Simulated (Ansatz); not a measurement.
## How Pt(111) screens a field

Aim: image plane and induced charge of Pt(111).

Calculated with Ansatz 0.2.0; plane-wave DFT, LDA, Ansatz PAW.

The raw output is cut from this account; settings, times and results stay.

## Step 1: Set-up

The cell holds 5 atoms: 5 Pt. Its edges and angles: a = 2.772 Å, b = 2.772 Å, c = 27.053 Å, α = 90.0°, β = 90.0°, γ = 60.0°. Vacuum lies along c.

## Step 2: Single point, field 0

A sawtooth potential applies the field, turning back in the middle of the vacuum. With the dipole correction the typed value is the field outside the slab. The induced dipole is small, so the SCF threshold is tight.

Contents of input.yaml:

```yaml
crystal:
  lattice:
    - [2.7718585823, 0.0, 0.0]
    - [1.3859292911, 2.4004999479, 0.0]
    - [0.0, 0.0, 27.0528522209]
  atoms:
    - { symbol: Pt, position: [0.6666666667, 0.6666666667, 0.3326821115] }
    - { symbol: Pt, position: [0.0, 0.0, 0.4163410558] }
    - { symbol: Pt, position: [0.3333333333, 0.3333333333, 0.5] }
    - { symbol: Pt, position: [0.6666666667, 0.6666666667, 0.5836589442] }
    - { symbol: Pt, position: [0.0, 0.0, 0.6673178885] }
kpoints:
  mp_grid: { grid: [24, 24, 1] }
hamiltonian:
  xc: lda
scf:
  occupations: { method: fermi_dirac, width: 0.1 }
  convergence: { dr2_threshold: 1.0e-10 }
efield:
  axis: 3
  dipole_correction: true
  ramp_position: 0.97
  ramp_width: 0.06
  amplitude: 0
output:
  forces: true
  write_potential: true
  write_density: true
  volumetric_format: npy
```

Command:

```sh
$ ansatz run input.yaml --threads 4 --pin off --max-ram 6144MiB --backend cpu --events-out ev --progress --plain --runs-dir out
```

Elapsed: 9.2 s, on 4 threads of Intel Xeon 6975P-C (Granite Rapids), shared host; peak memory 0.89 GiB; 35 s of CPU time.

Numbers from this step:

- energy at zero smearing: -61223.1948 eV
- work function, upper face: 6.048 eV
- dipole along the normal: 4.81e-7 e·Å

Running mean over 2.263 Å of the planar mean; the ramp of the sawtooth is left out. The electron's electrostatic potential energy less the Fermi level by z:

| z (Å) | electron's electrostatic potential energy less the Fermi level (eV) |
| --- | --- |
| 3.5 | 6.05 |
| 4.0 | 6.05 |
| 4.5 | 6.05 |
| 5.0 | 6.04 |
| 5.5 | 6.03 |
| 6.0 | 5.99 |
| 6.5 | 5.80 |
| 7.0 | 4.96 |
| 7.5 | 1.54 |
| 8.0 | -4.70 |
| 8.5 | -9.74 |
| 9.0 | -11.4 |
| 9.5 | -11.7 |
| 10.0 | -11.8 |
| 10.5 | -11.9 |
| 11.0 | -12.0 |
| 11.5 | -12.0 |
| 12.0 | -12.1 |
| 12.5 | -12.1 |
| 13.0 | -12.1 |
| 13.5 | -12.1 |
| 14.0 | -12.1 |
| 14.5 | -12.1 |
| 15.0 | -12.1 |
| 15.5 | -12.0 |
| 16.0 | -12.0 |
| 16.5 | -11.9 |
| 17.0 | -11.9 |
| 17.5 | -11.7 |
| 18.0 | -11.4 |
| 18.5 | -10.1 |
| 19.0 | -5.37 |
| 19.5 | 0.959 |
| 20.0 | 4.79 |
| 20.5 | 5.76 |
| 21.0 | 5.98 |
| 21.5 | 6.03 |
| 22.0 | 6.04 |
| 22.5 | 6.05 |
| 23.0 | 6.05 |
| 23.5 | 6.05 |

Force by atom:

| atom | x (eV/Å) | y (eV/Å) | z (eV/Å) | size |
| --- | --- | --- | --- | --- |
| Pt1 | 0.000 | 0.000 | 0.144 | 0.144 |
| Pt2 | 0.000 | 0.000 | 0.218 | 0.218 |
| Pt3 | 0.000 | 0.000 | 0.000 | 0.000 |
| Pt4 | 0.000 | 0.000 | -0.218 | 0.218 |
| Pt5 | 0.000 | 0.000 | -0.144 | 0.144 |

The work function of the upper face is 6.05 eV.

## Step 3: Atoms held, field 0.05 V/Å

Changes to input.yaml since step 2:

```diff
@@ -23,3 +23,3 @@
   ramp_width: 0.06
-  amplitude: 0
+  amplitude: 0.05
 output:
```

Wall time 11 s (4 threads); peak memory 0.85 GiB; 43 s of CPU time.

The dipole is 0.0223 e·Å.

## Step 4: Single point, field -0.05 V/Å

Changes to input.yaml since step 3:

```diff
@@ -23,3 +23,3 @@
   ramp_width: 0.06
-  amplitude: 0.05
+  amplitude: -0.05
 output:
```

It took 12 s on 4 threads; peak memory 0.85 GiB.

The dipole is -0.0223 e·Å.

## Step 5: Atoms held, field 0.1 V/Å

Changes to input.yaml since step 4:

```diff
@@ -23,3 +23,3 @@
   ramp_width: 0.06
-  amplitude: -0.05
+  amplitude: 0.1
 output:
```

Run time: 11 s. Hardware: 4 threads; peak memory 0.86 GiB.

The dipole is 0.0446 e·Å.

## Step 6: Atoms held, field -0.1 V/Å

Changes to input.yaml since step 5:

```diff
@@ -23,3 +23,3 @@
   ramp_width: 0.06
-  amplitude: 0.1
+  amplitude: -0.1
 output:
```

Elapsed: 10 s, on 4 threads; peak memory 0.87 GiB; 40 s of CPU time.

The dipole is -0.0446 e·Å.

## Step 7: Atoms held, field 0.2 V/Å

Changes to input.yaml since step 6:

```diff
@@ -23,3 +23,3 @@
   ramp_width: 0.06
-  amplitude: -0.1
+  amplitude: 0.2
 output:
```

Wall time 10 s (4 threads); peak memory 0.86 GiB.

The dipole is 0.0892 e·Å.

## Step 8: Atoms held, field -0.2 V/Å

Changes to input.yaml since step 7:

```diff
@@ -23,3 +23,3 @@
   ramp_width: 0.06
-  amplitude: 0.2
+  amplitude: -0.2
 output:
```

Run time: 11 s. Hardware: 4 threads; peak memory 0.86 GiB; 41 s of CPU time.

The dipole is -0.0892 e·Å.

## Step 9: Single point, field 0.4 V/Å

Changes to input.yaml since step 8:

```diff
@@ -23,3 +23,3 @@
   ramp_width: 0.06
-  amplitude: -0.2
+  amplitude: 0.4
 output:
@@ -29 +29,2 @@
   volumetric_format: npy
+  elf: true
```

Wall time 11 s (4 threads); peak memory 0.87 GiB; 41 s of CPU time.

Running mean over 2.263 Å of the planar mean, with the applied field; the ramp of the sawtooth is left out. The electron's electrostatic potential energy less the Fermi level by z:

| z (Å) | electron's electrostatic potential energy less the Fermi level (eV) |
| --- | --- |
| 3.5 | 4.47 |
| 4.0 | 4.67 |
| 4.5 | 4.87 |
| 5.0 | 5.07 |
| 5.5 | 5.26 |
| 6.0 | 5.40 |
| 6.5 | 5.39 |
| 7.0 | 4.71 |
| 7.5 | 1.41 |
| 8.0 | -4.76 |
| 8.5 | -9.75 |
| 9.0 | -11.4 |
| 9.5 | -11.7 |
| 10.0 | -11.8 |
| 10.5 | -11.9 |
| 11.0 | -12.0 |
| 11.5 | -12.0 |
| 12.0 | -12.1 |
| 12.5 | -12.1 |
| 13.0 | -12.1 |
| 13.5 | -12.1 |
| 14.0 | -12.1 |
| 14.5 | -12.1 |
| 15.0 | -12.1 |
| 15.5 | -12.0 |
| 16.0 | -12.0 |
| 16.5 | -11.9 |
| 17.0 | -11.8 |
| 17.5 | -11.7 |
| 18.0 | -11.4 |
| 18.5 | -10.0 |
| 19.0 | -5.31 |
| 19.5 | 1.09 |
| 20.0 | 5.04 |
| 20.5 | 6.16 |
| 21.0 | 6.57 |
| 21.5 | 6.81 |
| 22.0 | 7.02 |
| 22.5 | 7.22 |
| 23.0 | 7.42 |
| 23.5 | 7.62 |

The dipole is 0.178 e·Å.

## Step 10: The response

This step: plane-wave DFT, LDA, Ansatz PAW; screening of a field by a metal slab (Ansatz 0.2.0).

The dipoles give the slope, and the difference of two potentials shows where the field is screened.

This step gave:

```yaml
equivalent_conductor_thickness_p_eps_0ae: 12.12 Å
distance_between_the_outer_atoms: 9.053 Å
inner_field_over_outer_field: -8.44e-4
image_plane_upper_face: 1.531 Å
induced_electrons_on_the_upper_face_over_eps_0e: -1.001
image_plane_lower_face: 1.532 Å
induced_electrons_on_the_lower_face_over_eps_0e: 1.001
```

Table of dipole of the cell by applied field:

| applied field (V/Å) | dipole of the cell (e·Å) |
| --- | --- |
| -0.200 | -0.0892 |
| -0.100 | -0.0446 |
| -0.050 | -0.0223 |
| 0.000 | 4.8e-7 |
| 0.050 | 0.0223 |
| 0.100 | 0.0446 |
| 0.200 | 0.0892 |
| 0.400 | 0.178 |

Local field over the applied field, running mean. From the potentials at -0.05 and 0.05 V/Å; running mean over 2.263 Å. Table of local field over applied field by z:

| z (Å) | local field over applied field |
| --- | --- |
| 4.5 | 0.998 |
| 5.0 | 0.993 |
| 5.5 | 0.980 |
| 6.0 | 0.944 |
| 6.5 | 0.861 |
| 7.0 | 0.705 |
| 7.5 | 0.495 |
| 8.0 | 0.295 |
| 8.5 | 0.127 |
| 9.0 | 0.0231 |
| 9.5 | -4.7e-4 |
| 10.0 | 0.00158 |
| 10.5 | 0.00458 |
| 11.0 | 0.00456 |
| 11.5 | 0.00168 |
| 12.0 | -0.00104 |
| 12.5 | -8.4e-4 |
| 13.0 | -8.6e-4 |
| 13.5 | -7.6e-4 |
| 14.0 | -8.2e-4 |
| 14.5 | -8.8e-4 |
| 15.0 | -0.00109 |
| 15.5 | 0.00125 |
| 16.0 | 0.00439 |
| 16.5 | 0.00484 |
| 17.0 | 0.00163 |
| 17.5 | -8.4e-5 |
| 18.0 | 0.0173 |
| 18.5 | 0.112 |
| 19.0 | 0.275 |
| 19.5 | 0.473 |
| 20.0 | 0.685 |
| 20.5 | 0.848 |
| 21.0 | 0.938 |
| 21.5 | 0.977 |
| 22.0 | 0.992 |
| 22.5 | 0.997 |

The induced electron density oscillates, so the rows of the table below give means over 1 Å (shorter at the two ends). Its distinct maxima (Å: e/Å³ per V/Å): 7.9: 0.00430, 9.0: 7.6e-4, 17.8: 5.4e-4, 18.5: 7.3e-4. Distinct minima: 8.6: -7.3e-4, 9.3: -5.4e-4, 18.0: -7.7e-4, 19.2: -0.00430.

Electrons, planar mean, per unit field. The induced electron density by z; means over each step:

z (Å), induced electron density (e/Å³ per V/Å) and a bar from the least value:
```
        5    0.00004 ###############
        6    0.00037 ################
        7    0.00203 ########################
        8    0.00318 ##############################
        9   -0.00008 ##############
       10   -0.00011 ##############
       11    0.00008 ###############
       12    0.00001 ###############
       13    0.00000 ##############
       14    0.00000 ###############
       15   -0.00001 ##############
       16   -0.00008 ##############
       17    0.00009 ###############
       18    0.00007 ###############
       19   -0.00297 
       20   -0.00218 ####
       21   -0.00041 #############
       22   -0.00005 ##############
```

By hand: between -0.05 and 0.05 V/Å the dipole changes by 0.04458 e·Å, a slope of 0.4458 e·Å²/V. A perfect conductor of thickness t has p = ε₀AEt, so t = 180.95 × 0.4458 / 6.654 = 12.12 Å (e/ε₀ = 180.95 V·Å, A in Å²). Less the 9.05 Å between the outer atoms, and halved, that puts each image plane 1.54 Å out.

The induced dipole is that of a conductor 12.12 Å thick.

## Step 11: A changed input: efield.amplitude = -0.3

This step: plane-wave DFT, LDA, Ansatz PAW (Ansatz 0.2.0).

A run with a changed input: it repeats the earlier run at 0.05 V/Å with efield.amplitude from 0.05 to -0.3.

Changes to input.yaml since step 9:

```diff
@@ -23,3 +23,3 @@
   ramp_width: 0.06
-  amplitude: 0.4
+  amplitude: -0.3
 output:
@@ -29,2 +29 @@
   volumetric_format: npy
-  elf: true
```

Run time: 11 s. Hardware: 4 threads; peak memory 0.86 GiB.

Read from the output:

```
energy at zero smearing : -61223.2149 eV
dipole along the normal : -0.1338 e·Å
```

Force by atom:

| atom | x (eV/Å) | y (eV/Å) | z (eV/Å) | size |
| --- | --- | --- | --- | --- |
| Pt1 | 0.000 | 0.000 | 0.147 | 0.147 |
| Pt2 | 0.000 | 0.000 | 0.217 | 0.217 |
| Pt3 | 0.000 | 0.000 | -0.006 | 0.006 |
| Pt4 | 0.000 | 0.000 | -0.219 | 0.219 |
| Pt5 | 0.000 | 0.000 | -0.138 | 0.138 |

| quantity | this run | earlier run | difference |
| --- | --- | --- | --- |
| dipole along the normal (e·Å) | -0.1338 | 0.02229 | -0.16 |

The applied field differs, and the slope found earlier predicts a dipole of -0.134 e·Å; this run gives -0.134 e·Å, in line with it.

## Step 12: Varying the input

An input spoilt on purpose, to show how the run answers: it repeats the earlier run at 0.05 V/Å with crystal.atoms[4].position from [0.0, 0.0, 0.6673178885] to [0.0, 0.0, 0.41634106], and scf.max_iter set to 80.

Changes to input.yaml since step 11:

```diff
@@ -10,3 +10,3 @@
     - { symbol: Pt, position: [0.6666666667, 0.6666666667, 0.5836589442] }
-    - { symbol: Pt, position: [0.0, 0.0, 0.6673178885] }
+    - { symbol: Pt, position: [0.0, 0.0, 0.41634106] }
 kpoints:
@@ -18,2 +18,3 @@
   convergence: { dr2_threshold: 1.0e-10 }
+  max_iter: 80
 efield:
@@ -23,3 +24,3 @@
   ramp_width: 0.06
-  amplitude: -0.3
+  amplitude: 0.05
 output:
```

Wall time 0.02 s (4 threads); peak memory 0.063 GiB; 0.02 s of CPU time.

The program refused the input before any cycle.

The program's message: “Error: atoms 1 (Pt) and 4 (Pt) coincide: fractional positions [0.0, 0.0, 0.4163410558] and [0.0, 0.0, 0.41634106] are 1.14e-7 Å apart, within the symmetry tolerance 1e-5 (fractional) on every axis — r …”

The fault put into the input: atoms that overlap.

## Step 13: Summary of results

```yaml
work_function: 6.05 eV
image_plane_upper_face: 1.53 Å
induced_electrons_on_the_upper_face_over_eps_0e: -1.00
equivalent_conductor_thickness_p_eps_0ae: 12.1 Å
inner_field_over_outer_field: -8.4e-4
```

In words: The induced charge has its centre 1.53 Å outside the outermost atoms; this is the plane from which a capacitor's gap or an image potential counts. The equivalent conductor thickness exceeds the distance between the outer atoms by 3.07 Å, about the sum of the two image-plane distances. In the middle of the slab the field is screened to under 0.5 % of its outer value. The atoms are held at bulk positions with the tabulated experimental lattice constant.

[Long decimals in the printed logs are rounded to 6 places.]

[Logs are printed without paths, hosts, clocks, repeated set-up lines and the standing remarks that a program may print on its own settings, such as how far it seeks lower states.]

[Hosts, paths, dates, database ids (printed as entryN), source tags and the programs' standing remarks are cut or masked in the printed files.]

[Maps of the electrostatic potential energy from Ansatz leave out the sawtooth potential of an applied field or a dipole correction, so their vacuum need not be flat; planar profiles and work functions include it.]
